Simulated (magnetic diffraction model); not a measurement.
# CaCuNiBr6: what an assumed order does to the neutron pattern

Space group P-31c (no. 163), a = 6.9180 Å, c = 13.2160 Å.

| site | atom | x | y | z |
| --- | --- | --- | --- | --- |
| 12i | Br | 0.3582 | 0.3794 | 0.8571 |
| 2c | Cu | 2/3 | 1/3 | 3/4 |
| 2d | Ni | 2/3 | 1/3 | 1/4 |
| 2b | Ca | 0 | 0 | 1/2 |

The compound is invented for this exercise: a known structure type with other elements, its cell scaled to their sizes and not relaxed.

Only Cu and Ni are taken to order (form factors of Cu2+ and Ni2+); orders and moment sizes are assumed, and not adapted to the symmetry. Radiation: neutrons of λ = 2.52 Å, 8° to 70°; isotropic B of 0.59 Å² (Br), 0.65 Å² (Cu), 0.61 Å² (Ni) and 0.81 Å² (Ca). Simulated constant-wavelength pattern: nuclear and magnetic terms add, the magnetic one as |2.695 fm × Σ f S⊥ exp(2πi Q·r) exp(−B s²)|², summed over all Q at one angle with the factor 1/(sin²θ cos θ). For collinear order S is the moment m, which repeats by lattice and centring translations R with the sign exp(−2πi k·R). Free-ion form factors, Sears's scattering lengths of 1992, no absorption; a label names one of the reflections at its angle. The strongest nuclear line in the range is 100, and lines under 0.2 are left out.

Assume the order k = (1/2 0 0), collinear moments along [101], 0.89 μB on Cu and 1.66 μB on Ni; signs + at (2/3, 1/3, 3/4), + at (1/3, 2/3, 1/4), − at (2/3, 1/3, 1/4), − at (1/3, 2/3, 3/4).

Q: Where does magnetic intensity appear, and how strong is it?

```
2θ (°)       index  nuclear  magnetic
 12.07   (1/2 0 0)      0.0       0.6
 16.32   (1/2 0 1)      0.0       1.4
 21.98     (0 0 2)     32.2       0.0
 23.73  (1/2 -1 1)      0.0       3.7
 24.28     (1 0 0)     13.6       0.0
 26.70     (1 0 1)      5.6       0.0
 32.98     (1 0 2)     38.6       0.0
 34.21   (1/2 1 1)      0.0       0.8
 38.48   (3/2 0 1)      0.0       1.2
 39.64  (1/2 -1 3)      0.0       0.6
 42.73     (1 1 0)      0.7       0.0
 44.84     (0 0 4)      3.3       0.0
 46.03  (3/2 -2 1)      0.0       0.5
 47.03   (1/2 1 3)      0.0       0.3
 48.55     (1 1 2)     97.8       0.0
 49.75     (2 0 0)      1.9       0.0
 50.41   (3/2 0 3)      0.0       0.5
 55.01     (2 0 2)      8.8       0.0
 55.83   (3/2 1 1)      0.0       0.3
 56.71  (3/2 -2 3)      0.0       0.2
 58.84   (1/2 2 1)      0.0       1.0
 61.15     (2 0 3)      0.9       0.0
 63.66     (1 1 4)    100.0       0.0
 67.37  (3/2 -3 1)      0.0       0.4
 67.62     (2 1 0)      0.6       0.0
 68.16   (1/2 2 3)      0.0       0.5
 68.74     (2 1 1)      2.1       0.0
 69.19     (2 0 4)     10.0       0.0
 69.78     (0 0 6)      1.2       0.0
```

The strongest magnetic line in the range is (1/2 -1 1) at 23.73° (3.7). On top of the Lorentz factor, which all lines share, magnetic lines fade with angle because f falls: for Cu2+ it is 0.93, 0.75, 0.55 and 0.23 at sin θ/λ = 0.1, 0.2, 0.3 and 0.5 Å⁻¹, while nuclear lengths stay constant. The order has no net moment.

[Logs are printed without paths, hosts, clocks, repeated set-up lines and the standing remarks that a program may print on its own settings, such as how far it seeks lower states.]
